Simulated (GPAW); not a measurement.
# Screening of a field by Cl/Ru(0001)

How does Cl/Ru(0001) screen a perpendicular field?

Main program and level: GPAW 26.7.0; GPAW, PAW setups; slab in vacuum, relaxation, in the first sound run; inputs show where later runs differ.

**1. Set-up**

The cell holds 5 atoms: 4 Ru and 1 Cl. Cell: a = 2.700 Å, b = 2.700 Å, c = 26.501 Å, α = 90.0°, β = 90.0°, γ = 60.0°. Vacuum lies along c.

Coordinates:

```
Ru Cl
1.0
     2.70000    0.00000    0.00000
     1.35000    2.33827    0.00000
     0.00000    0.00000   26.50106
Ru Cl
4 1
Cartesian
  2.7000 1.5588 9.0000
  0.0000 0.0000 11.1384
  2.7000 1.5588 13.2768
  0.0000 0.0000 15.4152
  2.7000 1.5588 17.5011
```

**2. Relaxing the atoms**

Forces are removed first; all later runs use this geometry. The lowest 2 atoms are held at bulk positions and keep their forces.

Input file run.py:

```python
import json
import numpy as np
from ase import Atoms
from ase.constraints import FixAtoms
from ase.optimize import BFGS
from gpaw import GPAW, PW

slab = Atoms(
    ['Ru', 'Ru', 'Ru', 'Ru', 'Cl'],
    positions=[
        [2.70000, 1.55885, 9.00000],
        [0.00000, 0.00000, 11.13840],
        [2.70000, 1.55885, 13.27680],
        [0.00000, 0.00000, 15.41520],
        [2.70000, 1.55885, 17.50106]],
    cell=[[2.7, 0.0, 0.0], [1.35, 2.33827, 0.0], [0.0, 0.0, 26.50106]],
    pbc=[True, True, False])

slab.calc = GPAW(mode=PW(400), xc='PBE', kpts={'size': (13, 13, 1), 'gamma': True},
                 occupations={'name': 'fermi-dirac', 'width': 0.1}, nbands='160%',
                 convergence={'density': 1e-05}, maxiter=200,
                 poissonsolver={'dipolelayer': 'xy'},
                 symmetry={'tolerance': 1e-3, 'extra_ids': [1, 1, 0, 0, 0]}, txt='slab.txt')
result = {}
slab.set_constraint(FixAtoms([0, 1]))
path = []
opt = BFGS(slab, maxstep=0.2)
opt.attach(lambda: path.append((slab.get_potential_energy(), slab.positions.tolist(), slab.get_forces().tolist())))
result['relaxed'] = bool(opt.run(fmax=0.03, steps=40))
result['path'] = path
energy = slab.get_potential_energy()
fermi = slab.calc.get_fermi_level()
v = slab.calc.get_electrostatic_potential().mean((0, 1)) - fermi
n = slab.calc.get_pseudo_density().mean((0, 1))
L = slab.cell[2, 2]
z = np.arange(len(v)) * L / len(v)
low, high = slab.positions[:, 2].min(), slab.positions[:, 2].max()
below, above = np.interp([low - 6.8, high + 6.8], z, v)
slopes = [np.interp(x, z, np.gradient(v, z)) for x in (low - 6.8, high + 6.8)]
eps = np.array([[slab.calc.get_eigenvalues(k, s) for k in range(len(slab.calc.get_ibz_k_points()))]
                for s in range(slab.calc.get_number_of_spins())]) - fermi
top, bottom = eps[eps < 0].max(), eps[eps > 0].min()
dipole = slab.get_dipole_moment()[2]
print(f'energy {energy:.4f} eV, Fermi level {fermi:.4f} eV, dipole {dipole:.5f} e A')
print(f'potential 6.8 A off the faces, from the Fermi level: lower {below:.4f} eV, upper {above:.4f} eV')
print(f'slope of the potential there: lower {slopes[0]:.5f}, upper {slopes[1]:.5f} eV/A')
print(f'nearest levels on the mesh: {top:.4f} and {bottom:.4f} eV')
print('magnetic moment', round(slab.get_magnetic_moment(), 3))
result.update(energy=energy, fermi=fermi, dipole=dipole, below=below, above=above, slopes=slopes, edges=[top, bottom],
              z=z.tolist(), v=v.tolist(), n=n.tolist(), positions=slab.positions.tolist(),
              forces=slab.get_forces(apply_constraint=False).tolist(), moments=slab.get_magnetic_moments().tolist())
json.dump(result, open('result.json', 'w'))
```

Command:

```console
OMP_NUM_THREADS=1 OPENBLAS_NUM_THREADS=1 python run.py
```

Output:

```text
Step          Energy          fmax
BFGS:    0      -37.362231        0.334288
BFGS:    1      -37.364596        0.252442
BFGS:    2      -37.369652        0.121179
BFGS:    3      -37.370058        0.106149
BFGS:    4      -37.371373        0.086756
BFGS:    5      -37.371515        0.079480
BFGS:    6      -37.371955        0.059359
BFGS:    7      -37.372400        0.047406
BFGS:    8      -37.372753        0.038376
BFGS:    9      -37.372835        0.009828
energy -37.3046 eV, Fermi level 2.2859 eV, dipole 0.00625 e A
potential 6.8 A off the faces, from the Fermi level: lower 5.0115 eV, upper 4.8240 eV
slope of the potential there: lower -0.00019, upper -0.00000 eV/A
nearest levels on the mesh: -0.0071 and 0.0111 eV
magnetic moment 0.0
```

It took 19 min on 1 thread of Arm Neoverse V1, shared host; peak memory 0.24 GiB.

This run has no spin polarisation, although Ru can carry a moment.

Step by step:

| step | energy less that of the first step (eV) | largest force (eV/Å) |
| --- | --- | --- |
| 1 | 0.0000 | 0.3343 |
| 2 | -0.0023 | 0.2524 |
| 3 | -0.0068 | 0.1212 |
| 4 | -0.0072 | 0.1061 |
| 5 | -0.0087 | 0.0868 |
| 6 | -0.0089 | 0.0795 |
| 7 | -0.0095 | 0.0594 |
| 8 | -0.0103 | 0.0474 |
| 9 | -0.0109 | 0.0384 |
| 10 | -0.0110 | 0.0098 |

The atoms that moved most (Å):

| atom | dx | dy | dz | length |
| --- | --- | --- | --- | --- |
| Cl5 | 0.000 | 0.000 | -0.068 | 0.068 |
| Ru4 | 0.000 | 0.000 | -0.017 | 0.017 |
| Ru3 | 0.000 | 0.000 | 0.005 | 0.005 |

Final coordinates:

```xyz
5
Lattice="2.7000 0.0000 0.0000 1.3500 2.3383 0.0000 0.0000 0.0000 26.5011" Properties=species:S:1:pos:R:3
Ru    2.7000    1.5589    9.0000
Ru    0.0000    0.0000   11.1384
Ru    2.7000    1.5589   13.2819
Ru    0.0000    0.0000   15.3986
Cl    2.7000    1.5589   17.4329
```

This step gave:

```
dipole along the normal                    : 0.006247 e·Å
levels nearest the Fermi level on the mesh : -0.007150, 0.01112 eV from the Fermi level
upper work function                        : 4.824 eV
lower work function                        : 5.012 eV
```

The electrostatic potential energy of an electron (without an applied field's), less the Fermi level, planar mean oscillates, so the rows of the table below give means over windows of 2.12 Å about each position, cut where the curve ends. Its maxima inside the range that stand out by 2 % of the span (Å: eV): 10.1: -1.80, 12.2: -1.99, 14.3: -2.21, 16.5: -1.87. Its minima: 9.0: -28.0, 11.1: -28.4, 13.3: -28.3, 15.4: -28.4, 17.4: -27.5.

Table of electrostatic potential energy of an electron (without an applied field's), less the Fermi level, planar mean by z; means over each step:

| z (Å) | electrostatic potential energy of an electron (without an applied field's), less the Fermi level, planar mean (eV) |
| --- | --- |
| 1.06 | 5.00 |
| 3.18 | 5.01 |
| 5.30 | 5.00 |
| 7.42 | 1.81 |
| 9.54 | -13.3 |
| 11.66 | -13.6 |
| 13.78 | -13.8 |
| 15.90 | -13.6 |
| 18.02 | -7.95 |
| 20.14 | 4.79 |
| 22.26 | 4.82 |
| 24.38 | 4.82 |

Pseudo valence density, planar mean against z:

| z (Å) | pseudo valence density, planar mean (e/Å³) |
| --- | --- |
| 5.0 | 9.2e-5 |
| 5.5 | 3.2e-4 |
| 6.0 | 0.00117 |
| 6.5 | 0.00412 |
| 7.0 | 0.0142 |
| 7.5 | 0.0520 |
| 8.0 | 0.205 |
| 8.5 | 0.952 |
| 9.0 | 2.53 |
| 9.5 | 0.991 |
| 10.0 | 0.387 |
| 10.5 | 0.683 |
| 11.0 | 2.41 |
| 11.5 | 1.50 |
| 12.0 | 0.442 |
| 12.5 | 0.480 |
| 13.0 | 1.81 |
| 13.5 | 2.06 |
| 14.0 | 0.546 |
| 14.5 | 0.434 |
| 15.0 | 1.35 |
| 15.5 | 2.52 |
| 16.0 | 0.726 |
| 16.5 | 0.355 |
| 17.0 | 0.673 |
| 17.5 | 0.700 |
| 18.0 | 0.512 |
| 18.5 | 0.124 |
| 19.0 | 0.0221 |
| 19.5 | 0.00369 |
| 20.0 | 7.2e-4 |
| 20.5 | 1.4e-4 |

The relaxation lowered the energy of the cell by 0.0110 eV (energies extrapolated to zero smearing; the optimiser's log prints free energies). The largest force left on a free atom is 0.0098 eV/Å.

**3. The slab's potential**

The work function is the vacuum plateau of the electrostatic potential less the Fermi level; a dipole layer lets the two faces have plateaus of their own.

This step: GPAW, PAW setups; slab in vacuum (GPAW 26.7.0).

run.py, as its differences from that of step 2:

```diff
@@ -3,4 +3,2 @@
 from ase import Atoms
-from ase.constraints import FixAtoms
-from ase.optimize import BFGS
 from gpaw import GPAW, PW
@@ -12,5 +10,5 @@
         [0.00000, 0.00000, 11.13840],
-        [2.70000, 1.55885, 13.27680],
-        [0.00000, 0.00000, 15.41520],
-        [2.70000, 1.55885, 17.50106]],
+        [2.70000, 1.55885, 13.28193],
+        [-0.00000, 0.00000, 15.39864],
+        [2.70000, 1.55885, 17.43288]],
     cell=[[2.7, 0.0, 0.0], [1.35, 2.33827, 0.0], [0.0, 0.0, 26.50106]],
@@ -22,10 +20,4 @@
                  poissonsolver={'dipolelayer': 'xy'},
-                 symmetry={'tolerance': 1e-3, 'extra_ids': [1, 1, 0, 0, 0]}, txt='slab.txt')
+                 symmetry={'tolerance': 1e-3}, txt='slab.txt')
 result = {}
-slab.set_constraint(FixAtoms([0, 1]))
-path = []
-opt = BFGS(slab, maxstep=0.2)
-opt.attach(lambda: path.append((slab.get_potential_energy(), slab.positions.tolist(), slab.get_forces().tolist())))
-result['relaxed'] = bool(opt.run(fmax=0.03, steps=40))
-result['path'] = path
 energy = slab.get_potential_energy()
```

Output:

```text
energy -37.3046 eV, Fermi level 2.2861 eV, dipole 0.00645 e A
potential 6.8 A off the faces, from the Fermi level: lower 5.0115 eV, upper 4.8237 eV
slope of the potential there: lower -0.00023, upper 0.00003 eV/A
nearest levels on the mesh: -0.0071 and 0.0110 eV
magnetic moment 0.0
```

The job ended after 2.7 min (1 thread; peak memory 0.24 GiB).

Numbers from this step:

```yaml
dipole_along_the_normal: 0.006446 e·Å
levels_nearest_the_fermi_level_on_the_mesh: -0.007126, 0.01100 eV from the Fermi level
lower_work_function: 5.011 eV
```

The electrostatic potential energy of an electron (without an applied field's), less the Fermi level, planar mean oscillates, so the rows of the table below give means over windows of 2.12 Å about each position, cut where the curve ends. Its maxima inside the range that stand out by 2 % of the span (Å: eV): 10.1: -1.80, 12.2: -1.99, 14.3: -2.21, 16.5: -1.87. Its minima: 9.0: -28.0, 11.1: -28.4, 13.3: -28.3, 15.4: -28.4, 17.4: -27.5.

The electrostatic potential energy of an electron (without an applied field's), less the Fermi level, planar mean by z; means over each step:

z (Å), electrostatic potential energy of an electron (without an applied field's), less the Fermi level, planar mean (eV) and a bar from the least value:
```
     1.06        5.0 ##############################
     3.18        5.0 ##############################
     5.30        5.0 ##############################
     7.42        1.8 #########################
     9.54      -13.3 #
    11.66      -13.6 
    13.78      -13.8 
    15.90      -13.6 
    18.02       -8.0 #########
    20.14        4.8 ##############################
    22.26        4.8 ##############################
    24.38        4.8 ##############################
```

Pseudo valence density, planar mean against z:

| z (Å) | pseudo valence density, planar mean (e/Å³) |
| --- | --- |
| 5.0 | 9.2e-5 |
| 5.5 | 3.2e-4 |
| 6.0 | 0.00116 |
| 6.5 | 0.00411 |
| 7.0 | 0.0142 |
| 7.5 | 0.0520 |
| 8.0 | 0.205 |
| 8.5 | 0.952 |
| 9.0 | 2.53 |
| 9.5 | 0.991 |
| 10.0 | 0.387 |
| 10.5 | 0.683 |
| 11.0 | 2.41 |
| 11.5 | 1.50 |
| 12.0 | 0.442 |
| 12.5 | 0.480 |
| 13.0 | 1.81 |
| 13.5 | 2.06 |
| 14.0 | 0.546 |
| 14.5 | 0.434 |
| 15.0 | 1.35 |
| 15.5 | 2.52 |
| 16.0 | 0.726 |
| 16.5 | 0.355 |
| 17.0 | 0.673 |
| 17.5 | 0.700 |
| 18.0 | 0.512 |
| 18.5 | 0.124 |
| 19.0 | 0.0221 |
| 19.5 | 0.00369 |
| 20.0 | 7.2e-4 |
| 20.5 | 1.4e-4 |

Force by atom:

| atom | x (eV/Å) | y (eV/Å) | z (eV/Å) | size |
| --- | --- | --- | --- | --- |
| Ru1 | 0.000 | 0.000 | 0.522 | 0.522 |
| Ru2 | 0.000 | 0.000 | -0.526 | 0.526 |
| Ru3 | 0.000 | 0.000 | 0.010 | 0.010 |
| Ru4 | 0.000 | 0.000 | 0.002 | 0.002 |
| Cl5 | 0.000 | 0.000 | -0.005 | 0.005 |

The potential is flat to 2.3e-4 eV/Å where it is read, so the vacuum is wide enough.

**4. Field on**

A uniform field along the normal polarises the slab; the atoms stay fixed, so this is the electronic response alone.

run.py, as its differences from that of step 3:

```diff
@@ -4,2 +4,3 @@
 from gpaw import GPAW, PW
+from gpaw.external import ConstantElectricField
 
@@ -20,2 +21,3 @@
                  poissonsolver={'dipolelayer': 'xy'},
+                 external=ConstantElectricField(-0.2, [0, 0, 1]),
                  symmetry={'tolerance': 1e-3}, txt='slab.txt')
```

Output:

```text
energy -37.3112 eV, Fermi level 2.3349 eV, dipole -0.07182 e A
potential 6.8 A off the faces, from the Fermi level: lower 3.8047 eV, upper 5.8638 eV
slope of the potential there: lower -0.00021, upper 0.00007 eV/A
nearest levels on the mesh: -0.0048 and 0.0055 eV
magnetic moment 0.0
```

Elapsed: 10 min, on 1 thread; peak memory 0.51 GiB.

Numbers from this step:

```
dipole along the normal                                         : -0.07182 e·Å
levels nearest the Fermi level on the mesh                      : -0.004794, 0.005491 eV from the Fermi level
potential below the slab, the applied field's own ramp left out : 3.805 eV from the Fermi level
potential above the slab, the applied field's own ramp left out : 5.864 eV from the Fermi level
```

The electrostatic potential energy of an electron (without an applied field's), less the Fermi level, planar mean by z:

z (Å), electrostatic potential energy of an electron (without an applied field's), less the Fermi level, planar mean (eV) and a bar from the least value:
```
      0.0        4.8 #############################
      0.5        3.8 ############################
      1.0        3.8 ############################
      1.5        3.8 ############################
      2.0        3.8 ############################
      2.5        3.8 ############################
      3.0        3.8 ############################
      3.5        3.8 ############################
      4.0        3.8 ############################
      4.5        3.8 ############################
      5.0        3.8 ############################
      5.5        3.8 ############################
      6.0        3.8 ############################
      6.5        3.7 ############################
      7.0        3.4 ############################
      7.5        2.5 ###########################
      8.0       -1.1 ########################
      8.5      -13.8 #############
      9.0      -28.7 
      9.5      -13.8 #############
     10.0       -2.7 #######################
     10.5       -9.0 #################
     11.0      -27.1 #
     11.5      -19.4 ########
     12.0       -3.8 ######################
     12.5       -5.0 #####################
     13.0      -22.2 ######
     13.5      -24.4 ####
     14.0       -6.2 ####################
     14.5       -2.8 ######################
     15.0      -17.1 ##########
     15.5      -27.0 #
     16.0       -9.7 ################
     16.5       -1.3 ########################
     17.0      -10.3 ################
     17.5      -26.1 ##
     18.0       -4.1 #####################
     18.5        4.0 ############################
     19.0        5.5 ##############################
     19.5        5.8 ##############################
     20.0        5.8 ##############################
     20.5        5.9 ##############################
     21.0        5.9 ##############################
     21.5        5.9 ##############################
     22.0        5.9 ##############################
     22.5        5.9 ##############################
     23.0        5.9 ##############################
     23.5        5.9 ##############################
     24.0        5.9 ##############################
     24.5        5.9 ##############################
     25.0        5.9 ##############################
     25.5        5.9 ##############################
     26.0        5.9 ##############################
```

Force by atom:

| atom | x (eV/Å) | y (eV/Å) | z (eV/Å) | size |
| --- | --- | --- | --- | --- |
| Ru1 | 0.000 | 0.000 | 0.525 | 0.525 |
| Ru2 | 0.000 | 0.000 | -0.535 | 0.535 |
| Ru3 | 0.000 | 0.000 | 0.016 | 0.016 |
| Ru4 | 0.000 | 0.000 | -0.022 | 0.022 |
| Cl5 | 0.000 | 0.000 | 0.014 | 0.014 |

The dipole is now -0.0718 e Å, against 0.0064 in the run without a field.

**5. In a field**

run.py, as its differences from that of step 4:

```diff
@@ -21,3 +21,3 @@
                  poissonsolver={'dipolelayer': 'xy'},
-                 external=ConstantElectricField(-0.2, [0, 0, 1]),
+                 external=ConstantElectricField(-0.1, [0, 0, 1]),
                  symmetry={'tolerance': 1e-3}, txt='slab.txt')
```

Output:

```text
energy -37.3059 eV, Fermi level 2.3109 eV, dipole -0.03262 e A
potential 6.8 A off the faces, from the Fermi level: lower 4.4072 eV, upper 5.3428 eV
slope of the potential there: lower -0.00022, upper 0.00003 eV/A
nearest levels on the mesh: -0.0060 and 0.0082 eV
magnetic moment 0.0
```

Elapsed: 10 min, on 1 thread; peak memory 0.51 GiB.

This step gave:

```yaml
dipole_along_the_normal: -0.03262 e·Å
levels_nearest_the_fermi_level_on_the_mesh: -0.005973, 0.008236 eV from the Fermi level
potential_below_the_slab_the_applied_field_s_own_ramp_left_out: 4.407 eV from the Fermi level
potential_above_the_slab_the_applied_field_s_own_ramp_left_out: 5.343 eV from the Fermi level
```

Table of electrostatic potential energy of an electron (without an applied field's), less the Fermi level, planar mean by z:

| z (Å) | electrostatic potential energy of an electron (without an applied field's), less the Fermi level, planar mean (eV) |
| --- | --- |
| 0.0 | 4.88 |
| 0.5 | 4.41 |
| 1.0 | 4.41 |
| 1.5 | 4.41 |
| 2.0 | 4.41 |
| 2.5 | 4.41 |
| 3.0 | 4.41 |
| 3.5 | 4.41 |
| 4.0 | 4.41 |
| 4.5 | 4.41 |
| 5.0 | 4.40 |
| 5.5 | 4.40 |
| 6.0 | 4.38 |
| 6.5 | 4.30 |
| 7.0 | 4.02 |
| 7.5 | 3.02 |
| 8.0 | -0.618 |
| 8.5 | -13.3 |
| 9.0 | -28.3 |
| 9.5 | -13.4 |
| 10.0 | -2.34 |
| 10.5 | -8.74 |
| 11.0 | -26.9 |
| 11.5 | -19.2 |
| 12.0 | -3.64 |
| 12.5 | -4.94 |
| 13.0 | -22.2 |
| 13.5 | -24.4 |
| 14.0 | -6.28 |
| 14.5 | -2.97 |
| 15.0 | -17.3 |
| 15.5 | -27.3 |
| 16.0 | -10.00 |
| 16.5 | -1.63 |
| 17.0 | -10.7 |
| 17.5 | -26.5 |
| 18.0 | -4.59 |
| 18.5 | 3.51 |
| 19.0 | 5.01 |
| 19.5 | 5.28 |
| 20.0 | 5.33 |
| 20.5 | 5.34 |
| 21.0 | 5.34 |
| 21.5 | 5.34 |
| 22.0 | 5.34 |
| 22.5 | 5.34 |
| 23.0 | 5.34 |
| 23.5 | 5.34 |
| 24.0 | 5.34 |
| 24.5 | 5.34 |
| 25.0 | 5.34 |
| 25.5 | 5.34 |
| 26.0 | 5.34 |

Force by atom:

| atom | x (eV/Å) | y (eV/Å) | z (eV/Å) | size |
| --- | --- | --- | --- | --- |
| Ru1 | 0.000 | 0.000 | 0.523 | 0.523 |
| Ru2 | 0.000 | 0.000 | -0.531 | 0.531 |
| Ru3 | 0.000 | 0.000 | 0.014 | 0.014 |
| Ru4 | 0.000 | 0.000 | -0.010 | 0.010 |
| Cl5 | 0.000 | 0.000 | 0.005 | 0.005 |

The dipole is now -0.0326 e Å, against 0.0064 in the run without a field.

**6. Field on**

run.py, as its differences from that of step 5:

```diff
@@ -21,3 +21,3 @@
                  poissonsolver={'dipolelayer': 'xy'},
-                 external=ConstantElectricField(-0.1, [0, 0, 1]),
+                 external=ConstantElectricField(-0.05, [0, 0, 1]),
                  symmetry={'tolerance': 1e-3}, txt='slab.txt')
```

Output:

```text
energy -37.3048 eV, Fermi level 2.2986 eV, dipole -0.01305 e A
potential 6.8 A off the faces, from the Fermi level: lower 4.7089 eV, upper 5.0835 eV
slope of the potential there: lower -0.00023, upper 0.00004 eV/A
nearest levels on the mesh: -0.0066 and 0.0098 eV
magnetic moment 0.0
```

It took 10 min on 1 thread; peak memory 0.51 GiB.

Table of electrostatic potential energy of an electron (without an applied field's), less the Fermi level, planar mean by z:

| z (Å) | electrostatic potential energy of an electron (without an applied field's), less the Fermi level, planar mean (eV) |
| --- | --- |
| 0.0 | 4.90 |
| 0.5 | 4.71 |
| 1.0 | 4.71 |
| 1.5 | 4.71 |
| 2.0 | 4.71 |
| 2.5 | 4.71 |
| 3.0 | 4.71 |
| 3.5 | 4.71 |
| 4.0 | 4.71 |
| 4.5 | 4.71 |
| 5.0 | 4.71 |
| 5.5 | 4.70 |
| 6.0 | 4.68 |
| 6.5 | 4.60 |
| 7.0 | 4.32 |
| 7.5 | 3.30 |
| 8.0 | -0.354 |
| 8.5 | -13.0 |
| 9.0 | -28.1 |
| 9.5 | -13.2 |
| 10.0 | -2.18 |
| 10.5 | -8.61 |
| 11.0 | -26.8 |
| 11.5 | -19.1 |
| 12.0 | -3.58 |
| 12.5 | -4.90 |
| 13.0 | -22.2 |
| 13.5 | -24.4 |
| 14.0 | -6.31 |
| 14.5 | -3.04 |
| 15.0 | -17.4 |
| 15.5 | -27.4 |
| 16.0 | -10.1 |
| 16.5 | -1.79 |
| 17.0 | -10.9 |
| 17.5 | -26.7 |
| 18.0 | -4.82 |
| 18.5 | 3.26 |
| 19.0 | 4.76 |
| 19.5 | 5.02 |
| 20.0 | 5.07 |
| 20.5 | 5.08 |
| 21.0 | 5.08 |
| 21.5 | 5.08 |
| 22.0 | 5.08 |
| 22.5 | 5.08 |
| 23.0 | 5.08 |
| 23.5 | 5.08 |
| 24.0 | 5.08 |
| 24.5 | 5.08 |
| 25.0 | 5.08 |
| 25.5 | 5.08 |
| 26.0 | 5.08 |

**7. Field on**

run.py, as its differences from that of step 6:

```diff
@@ -21,3 +21,3 @@
                  poissonsolver={'dipolelayer': 'xy'},
-                 external=ConstantElectricField(-0.05, [0, 0, 1]),
+                 external=ConstantElectricField(0.05, [0, 0, 1]),
                  symmetry={'tolerance': 1e-3}, txt='slab.txt')
```

Output:

```text
energy -37.3054 eV, Fermi level 2.2733 eV, dipole 0.02620 e A
potential 6.8 A off the faces, from the Fermi level: lower 5.3148 eV, upper 4.5644 eV
slope of the potential there: lower -0.00024, upper 0.00004 eV/A
nearest levels on the mesh: -0.0077 and 0.0122 eV
magnetic moment 0.0
```

Elapsed: 11 min, on 1 thread; peak memory 0.51 GiB.

[end of part 1 of 2]

[Logs are printed without paths, hosts, clocks, repeated set-up lines and the standing remarks that a program may print on its own settings, such as how far it seeks lower states.]

[Hosts, paths, dates, database ids (printed as entryN), source tags and the programs' standing remarks are cut or masked in the printed files.]
